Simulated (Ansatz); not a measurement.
# A failed many-body run on NaF (Villiaumite)

A first try at the G0W0 gap of NaF (Villiaumite), what the program said, and an input that works.

Calculated with Ansatz 0.2.0; G0W0 on PBE, plane waves, PAW; PAW set soft_1.

The database entry behind the starting cell differs from later determinations by our own check (0.1 to 0.3 % short, probably kX units), so it need not match the best structure at ambient conditions.

### Step 1. Starting point

Symmetry: Fm-3m, No. 225, cubic system. The conventional cell has a = 4.620 Å, b = 4.620 Å, c = 4.620 Å, α = 90.00°, β = 90.00°, γ = 90.00°. Nearest to Na lie 6 F at 2.31 Å. Nearest to F lie 6 Na at 2.31 Å. Farther neighbours and most contacts between anions are not listed.

The cell and positions come from the Crystallography Open Database and are kept as given unless a step says otherwise.

### Step 2. First try

The input, input.yaml:

```yaml
crystal:
  lattice:
    - [0.0, 2.31, 2.31]
    - [2.31, 0.0, 2.31]
    - [2.31, 2.31, 0.0]
  atoms:
    - { symbol: Na, position: [0.0, 0.0, 0.0] }
    - { symbol: F, position: [0.5, 0.5, 0.5] }
kpoints:
  mp_grid: { grid: [4, 4, 4] }
hamiltonian:
  xc: pbe
  pseudopotentials: { kind: paw, azcp: { folder: soft_1 } }
scf:
  occupations: { method: fixed }
gw:
  n_empty_bands: 40
  ecut_chi: 10
  qp_bands: [v2, c2]
  qp_kpoints: band_edges
  screening: { model: contour_deformation }
```

Launch:

```console
$ ansatz run input.yaml --threads 24 --pin off --max-ram 82944MiB --backend cuda --events-out ev --progress --plain --runs-dir out --devices 1 --max-vram 78GiB
```

Numbers of over 12 decimals in the logs are rounded to 6 here.

Output:

```text
GPUs: using 1 of 1 available (devices: 1).
Engine: ansatz 0.2.0, aarch64-unknown-linux-gnu
Pseudopotentials: kind: paw
Pseudopotential: Na, paw, valence charge 9, recommended cutoff 420 eV (normal), soft_1/Na.paw.azcp
Pseudopotential: F, paw, valence charge 7, recommended cutoff 420 eV (normal), soft_1/F.paw.azcp
Functional definition: PBE
  parameter kappa = 0.804
  parameter beta = 0.066725
  exchange = pbe_x(kappa = kappa, mu = beta*pi^2/3)
  correlation = pbe_c(beta = beta)
device memory: the entry about to start is reckoned to put 1.7 GiB on a device that reports 180.4 GiB free (of which the cap on the GPU budget leaves the run 78.0 GiB)
GPU FFT provider: cuFFT
GPU libraries: cuBLAS 13.8.1, cuFFT 12.4.0, cuSOLVER 12.3.2
GPU matrix products: emulated (plane waves: as basis.precision tells), large ones in fixed point in workspaces of 1.00 GiB
Crystal: 2 atoms, lattice volume = 24.653 Å³
Basis set: ecut = 420 eV, 531 PW (Γ)
Bands: 12, of which v1, the nominal top of the filled ones, is band 8 counted from 1 (7 counted from 0)
Symmetry: 48 space group operations
Space group: Fm-3m (ITA 225), of the structure as read, at distance tolerance 2.9e-5 Å
k-points: 8 of 64
Non-local potential: Na, projectors of the file, l = 0: 3, l = 1: 2, l = 2: 1
Non-local potential: F, projectors of the file, l = 0: 2, l = 1: 2, l = 2: 1
PAW form: soft (Blöchl's): semilocal exchange-correlation on the pseudo side does not see the compensation charge
PAW one-centre angular grid: Na, 110 points (default); XC on 64 Gauss nodes
PAW one-centre angular grid: F, 110 points (default); XC on 64 Gauss nodes
Initial density: superposition of atomic densities (chi_scale 0.1, normalization cell, long waves kept (reshape's long-wave potential 0.00 eV rms))
Initial wavefunctions: pseudopotential atomic-orbital guess
GPU buffer pool allocated for 13824 grid points (all kernels)
GPU transforms: local potential and band sums: pruned to the plane-wave sphere, on 24×24×24
Functional: x = pbe(κ = 0.804, μ = 0.219515), c = pbe(β = 0.066725)
SCF iter   1: F=—  HF=-2299.949320 eV  |F-HF|=—  |Δ(HF+E_count)|=         —  Δρ=2.02e-1  dr2=7.14e0  ethr=3.10e-3  ⟨swp⟩=4.8  Hψ=544  notcnv=0  defer=11
preconditioner: auto → none  [insulator: Δε(μ)=3.139 eV  Ē_g=17.875 eV  n_scr=8 (ndim 8)  ℏωp=21.2 eV  f_vac=0.000  ε∞_Penn≈2.4]
SCF iter   2: F=—  HF=-2297.945940 eV  |F-HF|=—  |Δ(HF+E_count)|=    2.00e0  Δρ=1.17e-1  dr2=1.94e0  ethr=3.10e-3  ⟨swp⟩=3.6  Hψ=282  notcnv=0  defer=13
SCF iter   3: F=—  HF=-2297.417790 eV  |F-HF|=—  |Δ(HF+E_count)|=   5.28e-1  Δρ=2.00e-2  dr2=8.60e-2  ethr=3.10e-3  ⟨swp⟩=2.0  Hψ=160  notcnv=0  defer=9
SCF iter   4: F=—  HF=-2297.421484 eV  |F-HF|=—  |Δ(HF+E_count)|=   3.69e-3  Δρ=4.57e-3  dr2=3.25e-3  ethr=5.38e-4  ⟨swp⟩=2.6  Hψ=194  notcnv=0  defer=14
SCF iter   5: F=—  HF=-2297.424695 eV  |F-HF|=—  |Δ(HF+E_count)|=   3.21e-3  Δρ=8.60e-4  dr2=1.75e-4  ethr=2.03e-5  ⟨swp⟩=2.8  Hψ=186  notcnv=0  defer=14
SCF iter   6: F=—  HF=-2297.424696 eV  |F-HF|=—  |Δ(HF+E_count)|=   1.12e-6  Δρ=1.60e-4  dr2=6.52e-6  ethr=1.09e-6  ⟨swp⟩=2.0  Hψ=138  notcnv=0  defer=14
SCF iter   7: F=-2297.424703 eV  HF=-2297.424703 eV  |F-HF|=1.20e-8  |Δ(HF+E_count)|=   6.93e-6  Δρ=5.15e-6  dr2=2.64e-9  ethr=6.25e-10  ⟨swp⟩=4.2  Hψ=494  notcnv=0
SCF 1 converged in 7 iterations: F = -2297.424703 eV  dr2 = 2.64e-9
[...]
device memory: the entry about to start is reckoned to put 2.6 GiB on a device that reports 180.4 GiB free (of which the cap on the GPU budget leaves the run 78.0 GiB)
NSCF: frozen V_eff on 8 k-points
[...]
device memory: the entry about to start is reckoned to put 2.5 GiB on a device that reports 180.1 GiB free (of which the cap on the GPU budget leaves the run 78.0 GiB)
NSCF: frozen V_eff on 8 k-points
G₀W₀ screening: q 1/8
[... further progress lines ...]
[...]
E_aug_tail   = 0.000740  (compensation charges beyond the density's cutoff)
  E_ewald      = -1142.836923
  E_smearing   = -0.000000  (= −TS)
  E_closure    = 0.000000  (closes the sum)
  Σ components = -2297.424703   (vs F -2297.424703, Δ=0.00e0)
--- Band table (eV; the first three rows and the last of 8) ---
  k-point 0: bands = [... 4 lower, -17.9347, 0.9852, 0.9852, 0.9852, 7.3496, 20.0312, 20.0312, 20.0312]
  k-point 1: bands = [... 4 lower, -17.4382, 0.0831, 0.8553, 0.8553, 9.2220, 16.2076, 20.8057, 20.8057]
  k-point 2: bands = [... 4 lower, -17.1658, -0.6146, 0.7283, 0.7283, 11.8308, 13.5443, 21.1916, 21.1916]
  k-point 7: bands = [... 4 lower, -17.4750, 0.1051, 0.1051, 0.4085, 14.2740, 14.2740, 16.3104, 17.9641]
--- G₀W₀: contour deformation, 5 samples at zero and on the imaginary axis and 3 off it, 64 q-points, 40 empty bands' worth ---
  eigenvalues of the whole cell's RPA ε∞ on this k-mesh (on a slab, of 1 + 4πα/V) = 1.8947, 1.8947, 1.8947; static W/v taken at q = 0 is 0.527801
  bands read: the sum over 48 bands ends inside a degenerate multiplet in 4 slots, whose members it reads at an even weight; the widest, k=0: bands 47 to 49 (counted from 1) at 2/3 each
  gw.qp_kpoints: band_edges: 7 of 8 stored k-points solved, in 1 pass; an edge of the gap read off the rows below is read off those points alone
    valence top: of the k-points left out ik 7 came nearest to being solved in a further pass, in band 8 (counted from 1, as in the quasiparticle table): it holds the edge there only if its correction is more favourable than any solved in that band by at least 0.577 eV; those differ by 0.011 eV
    conduction bottom: of the k-points left out ik 7 came nearest to being solved in a further pass, in band 10 (counted from 1, as in the quasiparticle table): it holds the edge there only if its correction is more favourable than any solved in that band by at least 6.778 eV; those differ by 0.520 eV
  `?` marks the rows in doubt; gw_qp.tsv's column doubts and the gw_qp event give each row's grounds
    ik  band        ε_KS         Σx   Σc(E_QP)       V_xc       Z   E_QP_lin       E_QP  E_QP is
     0     7      0.9852   -31.5115     3.2898   -23.6331  0.8898    -3.8296    -3.6034  root ?
     0     8      0.9852   -31.5115     3.2898   -23.6331  0.8898    -3.8296    -3.6034  root ?
     0     9      7.3496    -5.9354    -2.5329   -10.2497  0.9055     9.1483     9.1310  root
     0    10     20.0312    -2.1517    -3.0105    -7.2047  0.8788    22.1004    22.0738  root
     1     7      0.8553   -31.2492     3.3197   -23.3349  0.8889    -3.9714    -3.7394  root ?
     1     8      0.8553   -31.2492     3.3197   -23.3349  0.8889    -3.9714    -3.7394  root ?
     1     9      9.2220    -7.3938    -2.6180   -11.8269  0.9014    11.0573    11.0371  root
     1    10     16.2076    -3.7769    -2.9794    -8.6677  0.8867    18.1594    18.1190  root
     2     7      0.7283   -31.0048     3.3495   -23.0553  0.8879    -4.1096    -3.8716  root ?
     2     8      0.7283   -31.0048     3.3495   -23.0553  0.8879    -4.1096    -3.8716  root ?
     2     9     11.8308    -5.0034    -2.7627    -9.6232  0.8975    13.7121    13.6879  root
     2    10     13.5443    -8.4632    -3.0207   -13.6389  0.8863    15.7452    15.6992  root
     3     7      0.7700   -31.1422     3.3371   -23.2119  0.8883    -4.0579    -3.8232  root ?
     3     8      0.7700   -31.1422     3.3371   -23.2119  0.8883    -4.0579    -3.8232  root ?
     3     9      9.7904    -7.6528    -2.6652   -12.1879  0.8999    11.6828    11.6604  root
     3    10     16.0444    -1.8788    -2.8525    -6.4217  0.8926    17.7592    17.7349  root
     4     7      0.4095   -30.3518     3.3962   -22.3833  0.8857    -4.4090    -4.1628  root ?
     4     8      0.6513   -30.9300     3.3661   -22.9644  0.8874    -4.1888    -3.9483  root ?
     4     9     12.5288    -6.9553    -2.8737   -11.8326  0.8926    14.5650    14.5324  root
     4    10     14.2403    -5.2730    -2.9168   -10.1149  0.8905    16.1974    16.1653  root
     5     7      0.4175   -30.3727     3.3921   -22.4113  0.8858    -4.3968    -4.1517  root ?
     5     8      0.7331   -31.0225     3.3481   -23.0751  0.8880    -4.1038    -3.8662  root ?
     5     9     11.4435    -7.4594    -2.7939   -12.2036  0.8955    13.4218    13.3937  root
     5    10     14.9465    -4.8843    -2.9521    -9.7382  0.8883    16.8812    16.8483  root
     6     7      0.5769   -30.8669     3.3833   -22.8838  0.8869    -4.2661    -4.0229  root ?
     6     8      0.5769   -30.8669     3.3833   -22.8838  0.8869    -4.2661    -4.0229  root ?
     6     9     14.2188    -8.0589    -3.1076   -13.2343  0.8812    16.3327    16.2865  root
     6    10     14.3364    -1.9635    -2.7573    -6.3554  0.8980    15.9897    15.9710  root
[key lines of the parts left out:]
SCF converged after 7 iterations
Free energy (F): -2297.424703 eV
Fermi energy:    0.985237 eV
```

Run time: 1.1 s. Hardware: 1 × NVIDIA GB200 (shared by 2 runs) with 24 threads of Arm Neoverse V2, shared host; peak memory 1 GiB; 3 s of CPU time.

**Diagnosis.**

The run ended normally, though the input holds a fault or crude settings.

The fault: screening cutoff of 10 eV. Nearly all local fields and short-range correlation are left out.

It printed a gap of 12.73 eV, which is an artefact of the settings.

### Step 3. A better input

Now the one-shot GW correction: screening in the RPA, then the self-energy of the levels asked for. This step takes PAW set soft_1 files.

input.yaml: that of step 2 with these lines changed.

```diff
@@ -9,3 +9,3 @@
 kpoints:
-  mp_grid: { grid: [4, 4, 4] }
+  mp_grid: { grid: [6, 6, 6] }
 hamiltonian:
@@ -16,4 +16,4 @@
 gw:
-  n_empty_bands: 40
-  ecut_chi: 10
+  n_empty_bands: 73
+  ecut_chi: 120
   qp_bands: [v2, c2]
```

Output:

```text
GPUs: using 1 of 1 available (devices: 1).
[...]
Crystal: 2 atoms, lattice volume = 24.653 Å³
Basis set: ecut = 420 eV, 531 PW (Γ)
Bands: 12, of which v1, the nominal top of the filled ones, is band 8 counted from 1 (7 counted from 0)
[... 1 set-up line as in the run before ...]
[...]
k-points: 16 of 216
[...]
SCF iter   1: F=—  HF=-2299.953494 eV  |F-HF|=—  |Δ(HF+E_count)|=         —  Δρ=2.03e-1  dr2=7.17e0  ethr=3.10e-3  ⟨swp⟩=4.2  Hψ=1095  notcnv=0  defer=22
[...]
SCF iter   7: F=-2297.425036 eV  HF=-2297.425036 eV  |F-HF|=4.96e-10  |Δ(HF+E_count)|=   1.05e-5  Δρ=9.82e-6  dr2=1.69e-8  ethr=6.25e-10  ⟨swp⟩=4.6  Hψ=1046  notcnv=0
SCF 1 converged in 7 iterations: F = -2297.425036 eV  dr2 = 1.69e-8
[...]
NSCF: frozen V_eff on 16 k-points, pencils in batches of 32, up to order 48
[...]
1     7      0.9191   -31.3538     5.2468   -23.4810  0.8040    -1.7857    -1.7069  root
     1     8      0.9191   -31.3538     5.2468   -23.4810  0.8040    -1.7857    -1.7069  root
     1     9      8.2802    -7.0267    -2.7293   -11.3228  0.8907     9.8595     9.8470  root
     1    10     17.5562    -2.8028    -3.3794    -7.6641  0.8720    19.0573    19.0382  root
     2     7      0.7905   -31.1062     5.2518   -23.1940  0.8034    -1.9527    -1.8699  root
     2     8      0.7905   -31.1062     5.2518   -23.1940  0.8034    -1.9527    -1.8699  root
     2     9     10.2725    -7.2408    -2.8309   -11.8001  0.8843    12.0190    12.0009  root
[...]
11     7      0.0696   -29.7021     5.1622   -21.7113  0.8036    -2.8627    -2.7590  root ?
[...]
14     7      0.2499   -30.0376     5.1829   -22.0651  0.8036    -2.6379    -2.5397  root
    14     8      0.5682   -30.7069     5.2385   -22.7528  0.8031    -2.2366    -2.1474  root
    14     9     13.4585    -5.7766    -3.0806   -10.5897  0.8779    15.2151    15.1910  root
    14    10     13.9730    -6.9906    -3.0927   -12.0212  0.8682    15.9454    15.9107  root
[key lines of the parts left out:]
SCF converged after 7 iterations
Free energy (F): -2297.425036 eV
Fermi energy:    0.984376 eV
```

The job ended after 2.4 s (1 × NVIDIA GB200 (shared by 2 runs) with 24 threads; peak memory 1.1 GiB).

This step gave:

- bands summed: 81
- RPA ε∞ on this mesh (eigenvalues): 1.807, 1.807, 1.807
- plane waves in the screening matrix: 65
- q-points in the mesh: 216
- G0W0 gap on the mesh: 10.42 eV
- k of the valence top: 0, 0, 0
- k of the conduction bottom: 0, 0, 0
- starting gap on the mesh: 6.365 eV
- Z at the valence top: 0.8042
- Z at the conduction bottom: 0.8970
- least direct G0W0 gap on the computed points: 10.42 eV

The gap on the mesh goes from 6.36 eV to 10.42 eV, a correction of +4.06 eV. Between the two edge states, bare exchange in place of the xc potential would open the gap by 12.12 eV, and correlation takes back 8.06 eV.

### Step 4. Summary of results

```yaml
first_try: converged after 1.1 s
better_run: G0W0 gap on the mesh 10.42 eV (6×6×6 mesh, 73 empty bands, screening to 120 eV, PAW set soft_1 files)
```

The second run differs in: mesh, empty bands and screening cutoff (eV). Bands and cutoff are finite, so the gap is not at the basis limit. The miss can reach some tenths of an eV and take either sign; the mesh is an error of its own.

[Paths, hosts, dates, memory and timing lines, banners, echoed tables and standing remarks are left out of the program output.]

[Logs are printed without paths, hosts, clocks, repeated set-up lines and the standing remarks that a program may print on its own settings, such as how far it seeks lower states.]

[Runs of the session that timed out or met a known fault of the program may be left out.]

[Cells called generated may have been cut or substituted from an entry of the Crystallography Open Database or the Materials Project.]

[Hosts, paths, dates, database ids (printed as entryN), source tags and the programs' standing remarks are cut or masked in the printed files.]
